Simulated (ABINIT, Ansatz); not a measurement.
## Converging GW for BaTiO3 (P4mm) in ABINIT

Aim: raise bands and screening cutoff together for BaTiO3 (P4mm) and follow gap and time.

Calculated with ABINIT 10.8.3; PBE and many-body steps on it, plane waves.

## Step 1: Set-up

It takes space group P4mm (No. 99, tetragonal). The conventional cell has a = 3.990 Å, b = 3.990 Å, c = 4.023 Å, α = 90.00°, β = 90.00°, γ = 90.00°. Nearest to Ba lie 12 O at 2.80 to 2.87 Å. Ti has 6 O at 1.84 to 2.18 Å nearest. Nearest to O lie 2 Ti at 1.84 to 2.18 Å and 4 Ba at 2.82 Å. Nearest to O lie 2 Ti at 2.00 Å and 4 Ba at 2.80 to 2.87 Å. Farther neighbours and most contacts between anions are not listed.

The cell and positions come from the Crystallography Open Database and are kept as given unless a step says otherwise. Spin-orbit coupling is left out unless a step names it.

## Step 2: Empty states on the mesh, 4×4×4 mesh, 322 bands

This step: ABINIT 10.8.3; DFT, PBE, plane waves, norm-conserving pseudopotentials.

The sums over transitions need many empty states on a uniform mesh; this step solves for them.

run.abi reads:

```
acell 3*1.0 Angstrom
rprim 
  3.990480000000 0.000000000000 0.000000000000
  0.000000000000 3.990480000000 0.000000000000
  0.000000000000 0.000000000000 4.023030000000
ntypat 3
znucl 56 22 8
natom 5
typat 1 2 3 3 3
xred 
  0.000000000000 0.000000000000 0.000000000000
  0.500000000000 0.500000000000 0.522000000000
  0.500000000000 0.500000000000 0.979000000000
  0.500000000000 0.000000000000 0.488000000000
  0.000000000000 0.500000000000 0.488000000000
pp_dirpath "pseudos"
pseudos "Ba.upf, Ti.upf, O.upf"
ecut 38
ngkpt 4 4 4
nshiftk 1
shiftk 0 0 0
kptopt 1
chksymbreak 0
irdden 1
istwfk *1
nband 322
prtvol 0
optdriver 6
gwr_task "HDIAGO"
paral_kgb 0
occopt 1
indata_prefix "in"
outdata_prefix "out"
tmpdata_prefix "tmp"
```

Launch:

```sh
> OMP_NUM_THREADS=1 mpirun -n 4 abinit run.abi > log
```

Output:

```text
.Version 10.8.3 of ABINIT. v10.8.2 released Aug 2026.

 Symmetries : space group P4 m m (# 99); Bravais tP (primitive tetrag.)
[... echo of the input left out ...]
== DATASET  1 ==================================================================
-   mpi_nproc: 4, omp_nthreads: 1 (-1 if OMP is not activated)

--- !DatasetInfo
iteration_state: {dtset: 1, }
dimensions: {natom: 5, nkpt: 18, mband: 322, nsppol: 1, nspinor: 1, nspden: 1, mpw: 4868, }
cutoff_energies: {ecut:  38.0, pawecutdg:  -1.0, }
[...]
Indirect band gap semiconductor
 Fundamental gap:     1.851 (eV)
   VBM:     6.718 (eV) at k: [ 5.0000E-01,  5.0000E-01,  5.0000E-01]
   CBM:     8.569 (eV) at k: [ 0.0000E+00,  0.0000E+00,  0.0000E+00]
 Direct gap:         2.222 (eV) at k: [ 0.0000E+00,  0.0000E+00,  0.0000E+00]

== END DATASET(S) ==============================================================
================================================================================

 -outvars: echo values of variables after computation  --------
           etotal      0.0000000000E+00
            nband         322
             nkpt          18
          spgroup          99
 [... the other variables as echoed above ...]

 Calculation completed.
```

The job ended after 6.7 min (4 MPI ranks of Arm Neoverse V1, shared host; peak memory 5.3 GiB; 27 min of CPU time).

Numbers from this step:

```yaml
gap: 1.851 eV
k_of_the_valence_top: 0.5, 0.5, 0.5
k_of_the_conduction_bottom: 0, 0, 0
least_direct_gap: 2.222 eV
k_points_computed: 18
lowest_point_of_the_top_converged_band_above_the_valence_top: 145.1917 eV
```

On this mesh the gap is 1.851 eV.

The density comes from a self-consistent run that is not shown.

## Step 3: Screening, 4×4×4 mesh, 56 bands, screening to 76.2 eV

The RPA dielectric matrix is built and inverted for each q.

This step: RPA screening on PBE, plane waves, norm-conserving pseudopotentials.

run.abi: that of step 2 with these lines changed.

```diff
@@ -23,10 +23,11 @@
 chksymbreak 0
-irdden 1
 istwfk *1
-nband 322
-prtvol 0
-optdriver 6
-gwr_task "HDIAGO"
-paral_kgb 0
 occopt 1
+irdwfk 1
+optdriver 3
+nband 56
+ecuteps 2.8
+inclvkb 2
+awtr 1
+symchi 1
 indata_prefix "in"
```

Output:

```text
.Version 10.8.3 of ABINIT. v10.8.2 released Aug 2026.

 Symmetries : space group P4 m m (# 99); Bravais tP (primitive tetrag.)
[... echo of the input left out ...]
== DATASET  1 ==================================================================
-   mpi_nproc: 4, omp_nthreads: 1 (-1 if OMP is not activated)

--- !DatasetInfo
iteration_state: {dtset: 1, }
dimensions: {natom: 5, nkpt: 18, mband: 56, nsppol: 1, nspinor: 1, nspden: 1, mpw: 4868, }
cutoff_energies: {ecut:  38.0, pawecutdg:  -1.0, }
electrons: {nelect:   4.00000000E+01, charge:   0.00000000E+00, occopt:   1.00000000E+00, tsmear:   1.00000000E-02, }

 SCREENING: Calculation of the susceptibility and dielectric matrices

 Based on a program developped by R.W. Godby, V. Olevano, G. Onida, and L. Reining.
 Incorporated in ABINIT by V. Olevano, G.-M. Rignanese, and M. Torrent.
.Using double precision arithmetic ; gwpc =  8

[... cell and pseudopotentials left out ...]
--------------------------------------------------------------------------------

 ==== K-mesh for the wavefunctions ====
 Number of points in the irreducible wedge :    18
[... list of points left out ...]
 Together with  8 symmetry operations and time-reversal symmetry
 yields    64 points in the full Brillouin Zone.

 ==== Q-mesh for the screening function ====
 Number of points in the irreducible wedge :    18
[... list of points left out ...]
 Together with  8 symmetry operations and time-reversal symmetry
 yields    64 points in the full Brillouin Zone.

 setmesh: FFT mesh size selected  =    27x   27x   27
          total number of points  =        19683

 vcoul_init : cutoff-mode = AUXILIARY_FUNCTION
 q-points for optical limit:   1
     1)      0.000010    0.000020    0.000030

- screening: taking advantage of time-reversal symmetry
- Maximum band index for partially occupied states nbvw = 20
- Remaining bands to be divided among processors   nbcw = 36
- Number of bands treated by each node ~9

 Number of electrons calculated from density =   40.0000; Expected =   40.0000
 average of density, n =  0.092525
 r_s =    1.3716
 omega_plasma =   29.3417 [eV]

 calculating chi0 at frequencies [eV] :
  1    0.000000E+00    0.000000E+00
  2    0.000000E+00    2.934172E+01

--------------------------------------------------------------------------------
  q-point number  1        q = ( 0.000000, 0.000000, 0.000000) [r.l.u.]
--------------------------------------------------------------------------------
[... chi0 elements left out ...]
 For q-point:  0.000010 0.000020 0.000030
  dielectric constant =   5.8587
  dielectric constant without local fields =   6.3757

  Average fulfillment of the sum rule on Im[epsilon] for q-point    1 :     39.05  [%]
[... wings left out ...]
  q-point number  2        q = ( 0.250000, 0.000000, 0.000000) [r.l.u.]
--------------------------------------------------------------------------------
[... chi0 elements left out ...]
  Average fulfillment of the sum rule on Im[epsilon] for q-point    2 :     58.65  [%]

 [... 16 further q-points ...]
```

Run time: 48 s. Hardware: 4 MPI ranks; peak memory 1.1 GiB.

Numbers from this step:

```
ε∞ with local fields, on this mesh, along the program's q direction : 5.859
the same without local fields                                       : 6.376
plasma frequency                                                    : 29.34 eV
plane waves in the screening matrix                                 : 93
```

Local fields lower ε∞ by 8 %. On a Γ-centred mesh this coarse the value itself is usually too large, while a short band sum pulls it down.

## Step 4: 56 bands, 76.2 eV

The self-energy is evaluated for the states that the input lists, and the levels follow from it, in one-shot runs by the linearised quasiparticle equation.

This step: G0W0 on PBE, plane waves, norm-conserving pseudopotentials.

run.abi: that of step 3 with these lines changed.

```diff
@@ -26,8 +26,17 @@
 irdwfk 1
-optdriver 3
+optdriver 4
 nband 56
+gwcalctyp 0
+ecutsigx 38
+symsigma 1
+nkptgw 2
+kptgw 
+  0.5000000000 0.5000000000 0.5000000000
+  0.0000000000 0.0000000000 0.0000000000
+bdgw 
+  18 23
+  19 23
 ecuteps 2.8
-inclvkb 2
-awtr 1
-symchi 1
+irdscr 1
+ppmodel 1
 indata_prefix "in"
```

Output:

```text
.Version 10.8.3 of ABINIT. v10.8.2 released Aug 2026.

 Symmetries : space group P4 m m (# 99); Bravais tP (primitive tetrag.)
[... echo of the input left out ...]
== DATASET  1 ==================================================================
-   mpi_nproc: 4, omp_nthreads: 1 (-1 if OMP is not activated)

--- !DatasetInfo
iteration_state: {dtset: 1, }
dimensions: {natom: 5, nkpt: 18, mband: 56, nsppol: 1, nspinor: 1, nspden: 1, mpw: 4868, }
cutoff_energies: {ecut:  38.0, pawecutdg:  -1.0, }
electrons: {nelect:   4.00000000E+01, charge:   0.00000000E+00, occopt:   1.00000000E+00, tsmear:   1.00000000E-02, }

 SIGMA: Calculation of the GW corrections

 Based on a program developped by R.W. Godby, V. Olevano, G. Onida, and L. Reining.
 Incorporated in ABINIT by V. Olevano, G.-M. Rignanese, and M. Torrent.
.Using double precision arithmetic ; gwpc =  8

[... cell and pseudopotentials left out ...]
--------------------------------------------------------------------------------

 ==== K-mesh for the wavefunctions ====
 Number of points in the irreducible wedge :    18
[... list of points left out ...]
 Together with  8 symmetry operations and time-reversal symmetry
 yields    64 points in the full Brillouin Zone.

 ==== Q-mesh for screening function ====
 Number of points in the irreducible wedge :    18
[... list of points left out ...]
 Together with  8 symmetry operations and time-reversal symmetry
 yields    64 points in the full Brillouin Zone.

 vcoul_init : cutoff-mode = AUXILIARY_FUNCTION
 q-points for optical limit:   1
     1)      0.000010    0.000020    0.000030
 setmesh: FFT mesh size selected  =    45x   45x   45
          total number of points  =        91125

 Number of electrons calculated from density =   40.0000; Expected =   40.0000
 average of density, n =  0.092525
 r_s =    1.3716
 omega_plasma =   29.3417 [eV]

 === KS Band Gaps ===
  >>>> For spin  1
   Minimum direct gap =   2.2217 [eV], located at k-point      :   0.0000  0.0000  0.0000
   Fundamental gap    =   1.8512 [eV], Top of valence bands at :   0.5000  0.5000  0.5000
                                       Bottom of conduction at :   0.0000  0.0000  0.0000
 SIGMA fundamental parameters:
 PLASMON POLE MODEL  1
 number of plane-waves for SigmaX                 4865
 number of plane-waves for SigmaC and W             93
 number of plane-waves for wavefunctions          4865
 number of bands                                    56
 number of independent spin polarizations            1
 number of spinorial components                      1
 number of k-points in IBZ                          18
 number of q-points in IBZ                          18
 number of symmetry operations                       8
 number of k-points in BZ                           64
 number of q-points in BZ                           64
 number of frequencies for dSigma/dE                 9
 frequency step for dSigma/dE [eV]                0.25
 number of omega for Sigma on real axis              0
 max omega for Sigma on real axis  [eV]           0.00
 zcut for avoiding poles [eV]                     0.10

 EPSILON^-1 parameters (SCR file):
 dimension of the eps^-1 matrix on file             93
 dimension of the eps^-1 matrix used                93
 number of plane-waves for wavefunctions          4865
 number of bands                                    56
 number of q-points in IBZ                          18
 number of frequencies                               2
 number of real frequencies                          1
 number of imag frequencies                          1

 matrix elements of self-energy operator (all in [eV])

 Perturbative Calculation

--- !SelfEnergy_ee
iteration_state: {dtset: 1, }
kpoint     : [   0.500,    0.500,    0.500, ]
spin       : 1
KS_gap     :    4.248
QP_gap     :    6.131
Delta_QP_KS:    1.883
data: !SigmaeeData |
     Band     E0 <VxcDFT>   SigX SigC(E0)      Z dSigC/dE  Sig(E)    E-E0       E
       18   6.542 -19.963 -24.993   5.359   0.766  -0.305 -19.712   0.252   6.793
       19   6.542 -19.963 -24.993   5.359   0.766  -0.305 -19.712   0.252   6.793
       20   6.718 -20.008 -25.051   5.408   0.765  -0.308 -19.729   0.279   6.997
       21  10.965 -21.853 -13.090  -5.811   0.732  -0.366 -19.691   2.162  13.128
       22  10.977 -21.854 -13.211  -5.652   0.742  -0.349 -19.636   2.218  13.195
       23  10.977 -21.854 -13.211  -5.652   0.742  -0.349 -19.636   2.218  13.195

--- !SelfEnergy_ee
iteration_state: {dtset: 1, }
kpoint     : [   0.000,    0.000,    0.000, ]
spin       : 1
KS_gap     :    2.222
QP_gap     :    3.813
Delta_QP_KS:    1.591
data: !SigmaeeData |
     Band     E0 <VxcDFT>   SigX SigC(E0)      Z dSigC/dE  Sig(E)    E-E0       E
       19   6.347 -20.006 -24.534   4.914   0.771  -0.297 -19.709   0.297   6.644
       20   6.347 -20.006 -24.534   4.914   0.771  -0.297 -19.709   0.297   6.644
       21   8.569 -18.775 -11.365  -4.991   0.780  -0.281 -16.887   1.888  10.457
       22   8.936 -19.060 -12.059  -4.552   0.779  -0.283 -17.151   1.909  10.846
       23   8.936 -19.060 -12.059  -4.552   0.779  -0.283 -17.151   1.909  10.846

== END DATASET(S) ==============================================================
================================================================================

 -outvars: echo values of variables after computation  --------
           etotal      0.0000000000E+00
            nband          56
             nkpt          18
          spgroup          99
 [... the other variables as echoed above ...]

 Calculation completed.
```

Run time: 6.8 s. Hardware: 4 MPI ranks; peak memory 0.89 GiB.

This step gave:

```yaml
g0w0_gap_on_the_points_computed: 3.460 eV
starting_gap_on_the_mesh: 1.851 eV
k_of_the_valence_top: 0.5, 0.5, 0.5
k_of_the_conduction_bottom: 0, 0, 0
z_at_the_valence_top: 0.765
z_at_the_conduction_bottom: 0.78
least_direct_g0w0_gap_on_the_computed_points: 3.813 eV
```

The gap on the mesh goes from 1.85 eV to 3.46 eV, a correction of +1.61 eV.

## Step 5: Screening, 4×4×4 mesh, 140 bands, screening to 141.5 eV

This step: RPA screening on PBE, plane waves, norm-conserving pseudopotentials.

run.abi: that of step 4 with these lines changed.

```diff
@@ -26,17 +26,8 @@
 irdwfk 1
-optdriver 4
-nband 56
-gwcalctyp 0
-ecutsigx 38
-symsigma 1
-nkptgw 2
-kptgw 
-  0.5000000000 0.5000000000 0.5000000000
-  0.0000000000 0.0000000000 0.0000000000
-bdgw 
-  18 23
-  19 23
-ecuteps 2.8
-irdscr 1
-ppmodel 1
+optdriver 3
+nband 140
+ecuteps 5.2
+inclvkb 2
+awtr 1
+symchi 1
 indata_prefix "in"
```

Output:

```text
.Version 10.8.3 of ABINIT. v10.8.2 released Aug 2026.

 Symmetries : space group P4 m m (# 99); Bravais tP (primitive tetrag.)
[... echo of the input left out ...]
== DATASET  1 ==================================================================
-   mpi_nproc: 4, omp_nthreads: 1 (-1 if OMP is not activated)

--- !DatasetInfo
iteration_state: {dtset: 1, }
dimensions: {natom: 5, nkpt: 18, mband: 140, nsppol: 1, nspinor: 1, nspden: 1, mpw: 4868, }
cutoff_energies: {ecut:  38.0, pawecutdg:  -1.0, }
electrons: {nelect:   4.00000000E+01, charge:   0.00000000E+00, occopt:   1.00000000E+00, tsmear:   1.00000000E-02, }

 SCREENING: Calculation of the susceptibility and dielectric matrices

 Based on a program developped by R.W. Godby, V. Olevano, G. Onida, and L. Reining.
 Incorporated in ABINIT by V. Olevano, G.-M. Rignanese, and M. Torrent.
.Using double precision arithmetic ; gwpc =  8

[... cell and pseudopotentials left out ...]
--------------------------------------------------------------------------------

 ==== K-mesh for the wavefunctions ====
 Number of points in the irreducible wedge :    18
[... list of points left out ...]
 Together with  8 symmetry operations and time-reversal symmetry
 yields    64 points in the full Brillouin Zone.

 ==== Q-mesh for the screening function ====
 Number of points in the irreducible wedge :    18
[... list of points left out ...]
 Together with  8 symmetry operations and time-reversal symmetry
 yields    64 points in the full Brillouin Zone.

 setmesh: FFT mesh size selected  =    30x   30x   30
          total number of points  =        27000

 vcoul_init : cutoff-mode = AUXILIARY_FUNCTION
 q-points for optical limit:   1
     1)      0.000010    0.000020    0.000030

- screening: taking advantage of time-reversal symmetry
- Maximum band index for partially occupied states nbvw = 20
- Remaining bands to be divided among processors   nbcw = 120
- Number of bands treated by each node ~30

 Number of electrons calculated from density =   40.0000; Expected =   40.0000
 average of density, n =  0.092525
 r_s =    1.3716
 omega_plasma =   29.3417 [eV]

 calculating chi0 at frequencies [eV] :
  1    0.000000E+00    0.000000E+00
  2    0.000000E+00    2.934172E+01

--------------------------------------------------------------------------------
  q-point number  1        q = ( 0.000000, 0.000000, 0.000000) [r.l.u.]
--------------------------------------------------------------------------------
[... chi0 elements left out ...]
 For q-point:  0.000010 0.000020 0.000030
  dielectric constant =   5.8014
  dielectric constant without local fields =   6.4321

  Average fulfillment of the sum rule on Im[epsilon] for q-point    1 :     68.46  [%]
[... wings left out ...]
  q-point number  2        q = ( 0.250000, 0.000000, 0.000000) [r.l.u.]
--------------------------------------------------------------------------------
[... chi0 elements left out ...]
  Average fulfillment of the sum rule on Im[epsilon] for q-point    2 :     79.20  [%]

 [... 16 further q-points ...]
```

Run time: 3.8 min. Hardware: 4 MPI ranks; peak memory 2.1 GiB; 15 min of CPU time.

Numbers from this step:

```
ε∞ with local fields, on this mesh, along the program's q direction : 5.801
the same without local fields                                       : 6.432
plasma frequency                                                    : 29.34 eV
plane waves in the screening matrix                                 : 251
```

[end of part 1 of 2]

[Paths, hosts, dates, memory and timing lines, banners, echoed tables and standing remarks are left out of the program output.]

[Logs are printed without paths, hosts, clocks, repeated set-up lines and the standing remarks that a program may print on its own settings, such as how far it seeks lower states.]

[Runs of the session that timed out or met a known fault of the program may be left out.]

[No measured gap is set beside runs whose start may be inverted or whose files or cutoffs have a known fault.]

[Hosts, paths, dates, database ids (printed as entryN), source tags and the programs' standing remarks are cut or masked in the printed files.]

[G0W0 gaps are taken among the corrected bands and points alone; a level outside them can change the order at an edge.]

[Where Ansatz stands beside ABINIT at settings called matched, ABINIT's density can come from a denser mesh and the files from another edition; pairs whose starting gaps differed by over 0.03 eV were left out, so agreement reads better than it is.]
